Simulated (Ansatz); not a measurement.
# Direct or indirect: AlTlTe2 (I-4m2)

```cif
data_structure
_symmetry_space_group_name_H-M 'P 1'
_symmetry_Int_Tables_number 1
_cell_length_a 8.0520
_cell_length_b 8.0520
_cell_length_c 8.0520
_cell_angle_alpha 149.722
_cell_angle_beta 149.722
_cell_angle_gamma 43.350
_cell_volume 132.36
loop_
_atom_site_label
_atom_site_type_symbol
_atom_site_fract_x
_atom_site_fract_y
_atom_site_fract_z
_atom_site_occupancy
Tl1 Tl 0.00000 0.00000 0.00000 1
Te1 Te 0.35947 0.35947 0.00000 1
Te2 Te 0.64053 0.64053 0.00000 1
Al1 Al 0.25000 0.75000 0.50000 1
```

Method: Ansatz, PBE, independent particles, without spin-orbit coupling, line width 0.2 eV (Gaussian). The band structure gives a fundamental gap of 0.41 eV. The spectrum of vertical transitions near the edge:

```tsv
E (eV)	Im ε, E ∥ xy	Im ε, E ∥ z
0.00	0.00	0.00
0.12	0.00	0.00
0.24	0.00	0.00
0.36	0.00	0.00
0.48	0.00	0.00
0.60	0.00	0.00
0.72	0.04	0.00
0.84	0.18	0.00
0.96	0.49	0.02
1.08	0.88	0.05
1.20	1.19	0.12
1.32	1.55	0.25
1.44	2.15	0.50
1.56	2.89	1.02
1.68	3.64	2.01
1.80	4.35	3.59
1.92	4.88	5.68
2.04	5.12	7.88
2.16	5.40	9.69
2.28	6.25	10.61
```

(1) Is the gap direct or indirect, and about where do vertical transitions set in?

Results:

(1) Indirect, by the band path, whose least direct gap is 0.98 eV. The curves fit this: they stay near zero above 0.41 eV and rise only from about 1.0 eV, though a forbidden direct transition would look alike. Lines are broadened by 0.2 eV, which spreads the edge, and phonons, which would give weak absorption from the fundamental gap up, are left out.

Cells made by substitution are models, which may or may not match a known phase.

[Logs are printed without paths, hosts, clocks, repeated set-up lines and the standing remarks that a program may print on its own settings, such as how far it seeks lower states.]
